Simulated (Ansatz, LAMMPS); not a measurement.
## Glassy 57SiO2-27Al2O3-16BaO (mol %) (149 atoms): a single point

What does DFT give for glassy 57SiO2-27Al2O3-16BaO (mol %) (149 atoms) as built?

Program: Ansatz 0.2.0. Level of theory: Kohn-Sham DFT, PBE, PAW (set soft_2), plane waves. Results are calculated unless marked as measured.

## (1) The structure

The cell holds 149 atoms: 25 Si, 24 Al, 7 Ba and 93 O. Cell: a = 12.514 Å, b = 12.514 Å, c = 12.514 Å, α = 90.0°, β = 90.0°, γ = 90.0°. 149 atoms (25 Si, 24 Al, 7 Ba, 93 O) placed at random at 3.22 g/cm³, melted at 4000 K for 10 ps at fixed volume with the Morse and Coulomb pair potential with partial charges (Pedone, Malavasi, Menziani, Cormack and Segre, J. Phys. Chem. B 110, 11780 (2006)). Quenched from 4000 K to 300 K at 25 K/ps and fixed volume, held 5 ps.

What the set-up can't give: The quench rate of 25 K/ps far exceeds what a furnace or splat quench reaches, so expect more defects and frozen-in strain than in a real sample. The network of bonds at the start is that of the classical potential that made the cell, and needn't be the one that DFT or experiment would give. Sampling is at Γ alone, for a cell whose shortest periodic width is 13 Å. No spin–orbit coupling is included, so levels derived from the heavy atoms are approximate.

## (2) How the cell was made

A classical potential makes the cell, at a small fraction of what the same run would cost in DFT.

This step: classical MD, Morse and Coulomb pair potential with partial charges (Pedone, Malavasi, Menziani, Cormack and Segre, J. Phys. Chem. B 110, 11780 (2006)) (LAMMPS 22 Jul 2025 - Update 4).

in.lmp

```
# melt-quench of Si25Al24Ba7O93
units metal
atom_style charge
boundary p p p
region box block 0 12.5140 0 12.5140 0 12.5140
create_box 4 box
mass 1 28.0850   # Si
mass 2 26.9815   # Al
mass 3 137.3270   # Ba
mass 4 15.9990   # O
create_atoms 1 random 25 254758 NULL overlap 1.5 maxtry 2000
create_atoms 2 random 24 254765 NULL overlap 1.5 maxtry 2000
create_atoms 3 random 7 254772 NULL overlap 1.5 maxtry 2000
create_atoms 4 random 93 254779 NULL overlap 1.5 maxtry 2000
pair_style hybrid/overlay pedone 5.5 coul/long 8.0
pair_coeff * * coul/long
pair_coeff 1 4 pedone 0.340554 2.006700 2.100000 1   # Si-O
pair_coeff 2 4 pedone 0.361581 1.900442 2.164818 0.9   # Al-O
pair_coeff 3 4 pedone 0.065011 1.547596 3.393410 5   # Ba-O
pair_coeff 4 4 pedone 0.042395 1.379316 3.618701 22   # O-O
set type 1 charge 2.4
set type 2 charge 1.8
set type 3 charge 1.2
set type 4 charge -1.2
kspace_style pppm 1.0e-4
neigh_modify delay 0 every 1 check yes
thermo_style custom step time temp pe press density
thermo_modify norm yes
timestep 0.002
thermo 100
min_style cg
minimize 1e-4 1e-4 200 2000
reset_timestep 0
velocity all create 4000 254759 mom yes dist gaussian
# [... 11 lines left out ...]
fix md all nvt temp 4000 300 0.2
run 74000 post no
unfix md
thermo 1250
fix md all nvt temp 300 300 0.2
run 2500 post no
unfix md
write_dump all custom glass.dump id type xs ys zs modify sort id
```

Command:

```console
> lmp -in in.lmp -log none -nocite
```

Numbers of over 12 decimals in the logs are rounded to 6 here.

What it wrote:

```text
LAMMPS (22 Jul 2025 - Update 4)
Created orthogonal box = (0 0 0) to (12.514 12.514 12.514)
Created 25 atoms
Created 24 atoms
Created 7 atoms
Created 93 atoms
PPPM initialization ...
  G vector (1/distance) = 0.39011539
  grid = 15 15 15
  estimated relative force accuracy = 3.9802089e-05
   Step          Time           Temp          PotEng         Press         Density
         0   0              0              0.43486567     747910.46      3.2189619
        95   0.19           0             -14.891092     -21932.238      3.2189619
Loop time of 0.195435 s on 1 MPI rank(s) for 95 steps with 149 atoms
Minimization stats:
  Stopping criterion = energy tolerance
[... 17 lines left out ...]
[... 1 line left out ...]
Loop time of 6.7375 s on 1 MPI rank(s) for 5000 steps with 149 atoms
   Step          Time           Temp          PotEng         Press         Density
[... 11 lines left out ...]
     80000   160            299.31912     -15.005723     -29456.419      3.2189619
Loop time of 96.2648 s on 1 MPI rank(s) for 74000 steps with 149 atoms
   Step          Time           Temp          PotEng         Press         Density
     80000   160            299.31912     -15.005723     -29456.419      3.2189619
     81250   162.5          291.78402     -15.006258     -27935.049      3.2189619
     82500   165            268.47688     -15.009766     -25609.93       3.2189619
Loop time of 3.07702 s on 1 MPI rank(s) for 2500 steps with 149 atoms
```

Run time: 1.8 min. Hardware: 1 thread of Arm Neoverse N1, shared host; peak memory 0.076 GiB.

## (3) Plane-wave single point

The electrons are solved once, with the atoms held.

input.yaml

```yaml
crystal:
  lattice:
    - [12.514, 0.0, 0.0]
    - [0.0, 12.514, 0.0]
    - [0.0, 0.0, 12.514]
  atoms:
    - { symbol: Si, position: [0.13922, 0.48765, 0.59244] }
    - { symbol: Si, position: [0.63636, 0.05642, 0.9722] }
    - { symbol: Si, position: [0.7583, 0.4223, 0.84748] }
    - { symbol: Si, position: [0.36987, 0.23867, 0.54512] }
    - { symbol: Si, position: [0.77563, 0.75472, 0.15499] }
    - { symbol: Si, position: [0.58658, 0.90471, 0.16986] }
    - { symbol: Si, position: [0.79088, 0.57333, 0.33049] }
    - { symbol: Si, position: [0.43089, 0.38703, 0.85768] }
    - { symbol: Si, position: [0.86486, 0.59286, 0.9703] }
    - { symbol: Si, position: [0.97738, 0.05968, 0.92841] }
    - { symbol: Si, position: [0.2105, 0.55646, 0.02337] }
    - { symbol: Si, position: [0.65084, 0.00541, 0.40128] }
    - { symbol: Si, position: [0.00357, 0.07022, 0.50962] }
    - { symbol: Si, position: [0.07765, 0.34693, 0.29122] }
    - { symbol: Si, position: [0.13985, 0.5926, 0.26212] }
    - { symbol: Si, position: [0.22677, 0.08967, 0.96768] }
    - { symbol: Si, position: [0.25403, 0.92789, 0.42663] }
    - { symbol: Si, position: [0.69229, 0.28662, 0.0425] }
    - { symbol: Si, position: [0.77311, 0.69071, 0.69757] }
    - { symbol: Si, position: [0.35983, 0.72395, 0.64851] }
    - { symbol: Si, position: [0.66684, 0.26041, 0.4065] }
    - { symbol: Si, position: [0.23611, 0.30842, 0.09735] }
    - { symbol: Si, position: [0.1091, 0.0273, 0.27486] }
    - { symbol: Si, position: [0.98874, 0.29976, 0.9021] }
    - { symbol: Si, position: [0.38906, 0.55431, 0.29717] }
    - { symbol: Al, position: [0.18644, 0.44701, 0.81743] }
    - { symbol: Al, position: [0.57834, 0.46468, 0.42982] }
    - { symbol: Al, position: [0.59956, 0.35537, 0.65642] }
    - { symbol: Al, position: [0.36453, 0.79649, 0.25049] }
    - { symbol: Al, position: [0.46516, 0.36627, 0.11881] }
    - { symbol: Al, position: [0.39093, 0.49168, 0.55844] }
    - { symbol: Al, position: [0.54134, 0.57233, 0.72845] }
    [... 111 atom lines left out ...]
    - { symbol: O, position: [0.78122, 0.27702, 0.35854] }
    - { symbol: O, position: [0.32082, 0.6156, 0.99688] }
    - { symbol: O, position: [0.96371, 0.17336, 0.85705] }
    - { symbol: O, position: [0.77441, 0.95322, 0.69517] }
    - { symbol: O, position: [0.99266, 0.28845, 0.02504] }
    - { symbol: O, position: [0.51646, 0.44049, 0.76767] }
kpoints:
  mp_grid: { grid: [1, 1, 1] }
hamiltonian:
  xc: pbe
scf:
  occupations: { method: fixed }
output:
  forces: true
  stress: true
  populations: true
  dos:
    method: { smearing: { sigma: 0.1 } }
    de: 0.1
    projected: { site_lists: { Al: [Al], Ba: [Ba], O: [O], Si: [Si] } }
  eigenvalues: true
  write_density: true
  write_potential: true
  volumetric_format: npy
```

Command:

```console
> ansatz run input.yaml --threads 8 --pin off --max-ram 15872MiB --backend cpu --events-out ev --progress --plain --runs-dir out
```

What it wrote:

```text
Engine: ansatz 0.2.0, aarch64-unknown-linux-gnu
Pseudopotentials: kind: paw
Pseudopotential: Si, paw, valence charge 4, recommended cutoff 420 eV (normal), Si.paw.azcp
Pseudopotential: Al, paw, valence charge 3, recommended cutoff 420 eV (normal), Al.paw.azcp
Pseudopotential: Ba, paw, valence charge 10, recommended cutoff 420 eV (normal), Ba.paw.azcp
Pseudopotential: O, paw, valence charge 6, recommended cutoff 420 eV (normal), O.paw.azcp
Functional definition: PBE
  parameter kappa = 0.804
  parameter beta = 0.066725
  exchange = pbe_x(kappa = kappa, mu = beta*pi^2/3)
  correlation = pbe_c(beta = beta)
Crystal: 149 atoms, lattice volume = 1959.695 Å³
Basis set: ecut = 420 eV, 38401 PW (Γ), exchange–correlation on 180×180×180 points (8 copies of the dense FFT grid, shifted against one another)
Bands: 549, of which v1, the nominal top of the filled ones, is band 400 counted from 1 (399 counted from 0)
Symmetry: 1 space group operations
Space group: P1 (ITA 1), of the structure as read, at distance tolerance 1.3e-4 Å
k-points: 1
Non-local potential: Si, projectors of the file, l = 0: 2, l = 1: 2, l = 2: 2
Non-local potential: Al, projectors of the file, l = 0: 2, l = 1: 2, l = 2: 1
Non-local potential: Ba, projectors of the file, l = 0: 3, l = 1: 2, l = 2: 2, l = 3: 2
Non-local potential: O, projectors of the file, l = 0: 2, l = 1: 2, l = 2: 1
PAW form: soft (Blöchl's): semilocal exchange-correlation on the pseudo side does not see the compensation charge
PAW one-centre angular grid: Si, 110 points (default); XC on 64 Gauss nodes
PAW one-centre angular grid: Al, 110 points (default); XC on 64 Gauss nodes
[...]
E_xc         = -10474.387860
  E_vxc        = -11703.503811  (∫ρ·V_xc dr)
  E_paw        = -75406.438109  (= ΣΔE_a)
  E_vpaw       = -3822.156519  (= ΣTr[D̂ρ^β])
  E_aug_tail   = 0.237003  (compensation charges beyond the density's cutoff)
  E_ewald      = -33284.263542
  E_smearing   = -0.000000  (= −TS)
  E_closure    = 0.000000  (closes the sum)
  Σ components = -123391.094149   (vs F -123391.094149, Δ=0.00e0)
--- Forces (eV/Å), atoms counted from 1 ---
  atom   1  Si    -0.88556489    -1.86852183     1.47137728
  atom   2  Si    -0.67174202    -2.83591698    -1.57998165
  atom   3  Si     2.20864394    -2.31784203     1.26543490
  atom   4  Si    -3.17425351    -1.30580995     2.86488691
  atom   5  Si     0.37753299     0.14328812    -0.78297908
  atom   6  Si    -0.32035069     2.01661791     1.31591603
  atom   7  Si     1.44081077    -1.25493991     1.84232097
  atom   8  Si     0.10235499    -0.34759313     1.28563374
[...]
atom  13  Si     2.22416616     2.08013752    -1.91670870
  atom  14  Si     1.39589776     0.19165523    -1.79127735
[...]
atom 148  O      0.20118386    -0.06991296     4.53608792
  atom 149  O      0.07285055    -0.69537024    -0.00520634
  max |Σ_I F_I| component: 1.42e-4 eV/Å
--- Stress (GPa, compression-positive) ---
        7.611327       0.851316       1.079265
        0.851330       4.783664      -0.560003
        1.079268      -0.559998       2.941850
  P = ⅓ Tr σ = 5.1123 GPa (51.123 kbar)
--- Band table (eV) ---
  k-point 0: bands = ["-22.3051", "-22.0818", "-22.0588", "-21.7747", [... 533 levels ...], "13.9619", "13.9808", "14.0253", "14.0404", "14.0689", "14.0880", "14.1095", "14.1105", "14.1392", "14.1531", "14.1785", "14.2002"]
--- Löwdin populations: 149 sites ---
  site symbol       q [e]
     0     Si      2.2671
     1     Si      2.2754
     2     Si      2.2762
[...]
148      O      6.8038
  spilling = 0.011802 (of n_electrons = 800.000000)
[key lines of the parts left out:]
SCF converged after 9 iterations
Free energy (F): -123391.094149 eV
Fermi energy:    5.108628 eV
```

The job ended after 60 s (8 threads of Arm Neoverse N1, shared host; peak memory 3.1 GiB; 7.2 min of CPU time).

Reading the cycles: dr2 is the Hartree energy of the density residual (eV), the measure of convergence; HF is the Harris–Foulkes estimate of the energy, which meets the free energy F at convergence.

Numbers from this run:

- free energy: -123391.0941 eV
- free energy per atom: -828.1281 eV/atom
- SCF cycles: 9
- pressure: 5.112 GPa
- r.m.s. force component: 1.322 eV/Å
- longest force: 5.613 eV/Å
- Fermi energy: 5.109 eV
- gap (highest filled to lowest empty level): 3.343 eV
- spilling of the projection: 0.0118

Length of the force by element:

```csv
element,coordination,atoms,mean length of the force (eV/Å),spread,least,most
Al,all,24,1.77,0.784,0.671,3.67
Ba,all,7,0.996,0.197,0.751,1.30
O,all,93,1.96,1.11,0.633,5.61
Si,all,25,2.73,1.04,0.852,4.47
```

Löwdin charges by element (they lack the spilled electrons, 0.063 e an atom on average):

```csv
element,coordination,atoms,mean charge (e),spread,least,most
Al,all,24,1.32,0.0506,1.21,1.42
Ba,all,7,1.92,0.0166,1.90,1.95
O,all,93,-0.848,0.0457,-0.989,-0.760
Si,all,25,1.73,0.024,1.68,1.78
```

Density of states as counts of states in windows of 1 eV (from the Fermi level), total and the larger projections:

```csv
from (eV),to (eV),total,O p,Si p
-10,-9,9.7,6.6,0.5
-9,-8,19.7,13.8,1.1
-8,-7,26.6,19.6,2.3
-7,-6,43.6,33.2,4.1
-6,-5,60.6,47.8,5.4
-5,-4,74.7,62.3,3.8
-4,-3,90.7,80.8,2.3
-3,-2,104.3,97.0,1.7
-2,-1,96.7,92.1,0.9
-1,0,27.9,26.9,0.2
0,1,0.6,0.6,0.0
1,3,0.0,0.0,0.0
3,4,4.0,0.1,0.0
4,5,29.8,1.7,1.8
```

With fixed occupations the program's Fermi level is the highest filled level; weight inside the gap is the broadening of levels at its edges.

Between -26 and -10 eV lie 232 more states.

The levels nearest the highest filled one (over half full), pooled over k-points and spins:

```csv
level less the highest filled one (eV),occupation
-0.698,2
-0.546,2
-0.485,2
-0.378,2
-0.133,2
0,2
3.34,0
3.83,0
4.18,0
4.31,0
4.49,0
4.50,0
```

Valence density in the ab plane at fractional z = 0.277, with atoms of Si and Al and Ba and O within 0.2 Å of it. It is the smooth field of the valence electrons, not physical close to the nuclei.

Values in e/Å³, 13 rows by 16 columns, each cell a mean:
```
1.2 1.3 0.3 0.7 0.3 0.1 0.1 0.1 0.1 1.6 4.1 0.5 0.0 0.1 0.1 0.2
0.7 0.6 0.1 0.0 0.1 0.1 0.2 0.3 0.2 0.5 1.0 0.2 0.0 0.1 0.2 0.2
0.1 0.1 0.0 0.0 0.1 0.1 0.1 0.1 0.1 0.0 0.0 0.0 0.1 0.1 0.1 0.1
0.3 0.9 0.3 0.0 0.0 0.1 1.1 1.8 0.2 0.0 0.0 0.3 1.7 0.4 0.0 0.0
0.3 1.3 0.5 0.4 0.6 0.3 2.0 3.4 0.3 0.0 0.0 0.6 2.9 0.8 0.0 0.0
0.1 0.5 0.3 1.6 4.4 0.9 0.3 0.3 0.1 0.0 0.1 0.2 0.4 0.6 0.2 0.0
1.1 4.6 0.9 0.2 0.5 0.3 0.6 0.5 0.1 0.0 0.1 0.1 0.6 4.3 1.6 0.1
0.5 1.7 0.4 0.1 0.0 0.0 0.2 0.2 0.1 0.0 0.0 0.0 0.1 0.9 0.4 0.1
0.6 0.2 0.5 0.2 0.0 0.0 0.0 0.0 0.1 0.1 0.0 0.0 0.1 0.1 0.2 1.0
0.7 0.2 0.3 0.2 0.0 0.0 0.1 0.1 0.0 0.0 0.0 0.1 0.2 0.1 0.4 1.9
0.1 0.1 0.1 0.0 0.0 0.4 1.0 0.9 0.2 0.0 0.0 0.0 0.1 0.2 0.2 0.2
0.1 0.3 0.2 0.1 0.1 0.6 1.0 1.1 0.2 0.0 0.1 0.0 0.1 2.0 3.1 0.3
0.2 0.2 0.4 1.3 0.6 0.1 0.3 0.2 0.1 0.2 0.3 0.1 0.1 1.3 2.1 0.3
```
Columns run along a (12.5 Å), rows up along b (12.5 Å). Atoms in or near the plane, at fractional coordinates: Si at (0.08, 0.35), Si at (0.14, 0.59), Si at (0.11, 0.03), Al at (0.91, 0.94), Ba at (0.42, 0.13), O at (0.27, 0.57), O at (0.08, 0.47), O at (0.64, 0.94), O at (0.44, 0.67), O at (0.88, 0.08), O at (0.85, 0.48).

Electrostatic potential energy in the ab plane at fractional z = 0.277, with atoms of Si and Al and Ba and O within 0.2 Å of it. With pseudopotentials it is smooth inside the atoms' cores, unlike the true potential.

Ten even steps from '0' (-40 eV) to '9' (11 eV), each cell a mean:
```
87533687789999999999841389998756657
74468999999999999999720179998657766
87789999999988999999876799999866667
99999999998666689999999999999988889
99999999997566578999999999999999999
99999999997666679999999999999999999
99889999998877646899999999767999999
98546889999998200699999998202899999
99742247888987423799999998534899999
99720005313642257999999998644689999
99741136201410027899999998644689999
97324788877742258999999999875227999
95002899999987789999999999994015999
87336999999999999999999999999768999
74114799999999999999999999999999998
61001689999999999999999999999999988
54114789999999999999999999999999843
78778999999999888999999999999998754
99999999999886567889999999999877788
99999999998752113689999999999866789
99999999998630001478999999999866889
98765789998741012578999999999401599
97300268899875456789999999999511599
86200155479998888999998999999876788
```
Columns run along a (12.5 Å; values clipped at the 3rd and 97th percentile), rows up along b (12.5 Å). Atoms in or near the plane, at fractional coordinates: Si at (0.08, 0.35), Si at (0.14, 0.59), Si at (0.11, 0.03), Al at (0.91, 0.94), Ba at (0.42, 0.13), O at (0.27, 0.57), O at (0.08, 0.47), O at (0.64, 0.94), O at (0.44, 0.67), O at (0.88, 0.08), O at (0.85, 0.48).

Mean Löwdin charges: Al +1.32, Ba +1.92, O -0.85, Si +1.73 e (they miss 1.2 % of the electrons, so they add up to more than the cell's charge).

## (4) Structure statistics

These statistics describe the geometry on which the runs were made.

Density 3.22 g/cm³, 13.15 Å³ an atom.

Pair distribution functions g(r), in bins of 0.2 Å:

```csv
r (Å),total,O-O,O-Si,O-Al,O-Ba,Si-Si,Si-Al
1.50,1.07,0.00,5.10,0.00,0.00,0.00,0.00
1.70,2.93,0.00,7.81,6.46,0.00,0.00,0.00
1.90,0.72,0.00,0.00,3.55,0.00,0.00,0.00
2.10,0.12,0.00,0.00,0.59,0.00,0.00,0.00
2.30,0.04,0.00,0.00,0.20,0.00,0.00,0.00
2.50,0.80,1.95,0.00,0.22,0.00,0.00,0.00
2.70,1.68,3.67,0.00,0.34,2.09,0.00,0.52
2.90,1.01,1.61,0.04,0.42,1.85,0.58,1.66
3.10,1.04,0.98,0.38,0.62,2.24,3.31,3.19
3.30,0.89,0.68,0.86,0.54,0.88,1.16,3.36
3.50,0.90,0.72,0.95,1.11,1.10,0.00,0.73
3.70,0.87,0.53,1.27,0.85,1.15,0.17,0.76
3.90,1.15,0.50,1.96,1.58,1.18,0.81,0.76
4.10,1.11,0.60,1.81,1.49,0.78,1.64,0.61
4.30,1.15,0.74,1.70,1.73,0.78,1.07,0.70
4.50,1.02,1.03,0.91,1.25,0.65,1.23,0.71
4.70,0.90,1.19,0.50,0.71,1.19,0.91,0.77
4.90,1.05,1.40,0.62,0.83,1.60,0.73,0.92
5.10,1.06,1.42,0.68,0.73,1.65,1.36,0.91
5.30,1.03,1.29,0.79,0.76,0.86,1.07,1.11
5.50,0.98,1.10,0.82,0.81,0.99,1.00,1.46
5.70,0.93,0.90,1.00,0.78,0.99,1.06,1.24
5.90,0.92,0.78,0.99,1.03,0.38,0.99,1.28
6.10,0.93,0.70,1.18,1.03,1.10,0.95,0.91
```

A closer look about O84, which bears the longest force: 13 atoms, nearest first, numbered in the order of the input, with positions taken from that point.

```csv
atom,x,y,z,distance (Å),Löwdin charge (e),Fx,Fy,Fz (eV/Å)
O84,0.00,0.00,0.00,0.00,-0.84,5.09,1.25,-2.02
Si1,-1.37,-0.29,0.55,1.50,1.73,-0.89,-1.87,1.47
Al31,1.78,-0.24,0.13,1.80,1.35,-1.43,-0.21,-0.73
O87,-1.48,-1.89,0.68,2.50,-0.87,-1.15,-0.39,1.04
O60,-1.46,0.27,2.09,2.56,-0.82,-0.34,0.74,2.79
O91,2.07,1.24,1.13,2.67,-0.80,2.01,-3.21,0.07
O68,-2.66,0.31,-0.01,2.68,-0.88,-4.04,1.58,-2.18
O66,2.00,-1.95,0.24,2.81,-0.82,1.71,2.23,1.31
O62,2.35,0.16,-1.61,2.86,-0.81,0.87,-0.12,-0.10
O58,0.07,3.00,0.58,3.05,-0.83,-2.74,-0.23,-2.14
Si20,1.39,2.67,1.25,3.26,1.71,1.37,2.91,2.53
O70,0.22,0.75,-3.22,3.31,-0.79,-2.09,0.24,0.70
Al36,-1.16,-3.23,-0.35,3.45,1.33,0.99,0.17,-1.06
```

## (5) Summary of results

| Property | Result |
| --- | --- |
| free energy per atom | -828.1281 eV/atom |
| pressure | 5.112 GPa |
| r.m.s. force component | 1.322 eV/Å |
| gap (highest filled to lowest empty level) | 3.343 eV |
| wall time of the 1 DFT run | 60 s |

**Reading.** The highest filled and lowest empty levels differ by 3.34 eV (at Γ alone); a semilocal functional tends to put such gaps too low. In a disordered cell it changes from sample to sample, and tail or defect levels can set it.

What to keep in mind: The force components of 1.3 eV/Å r.m.s. reflect the temperature of the frame as well as the gap between the generating potential and DFT. The stress is far from hydrostatic: its diagonal is 7.6, 4.8, 2.9 GPa, compression counted positive. The pressure of 5.1 GPa is that of one thermal frame, in which the classical model's bond lengths enter as well as the volume, without the kinetic term.

[Logs are printed without paths, hosts, clocks, repeated set-up lines and the standing remarks that a program may print on its own settings, such as how far it seeks lower states.]

[Hosts, paths, dates, database ids (printed as entryN), source tags and the programs' standing remarks are cut or masked in the printed files.]
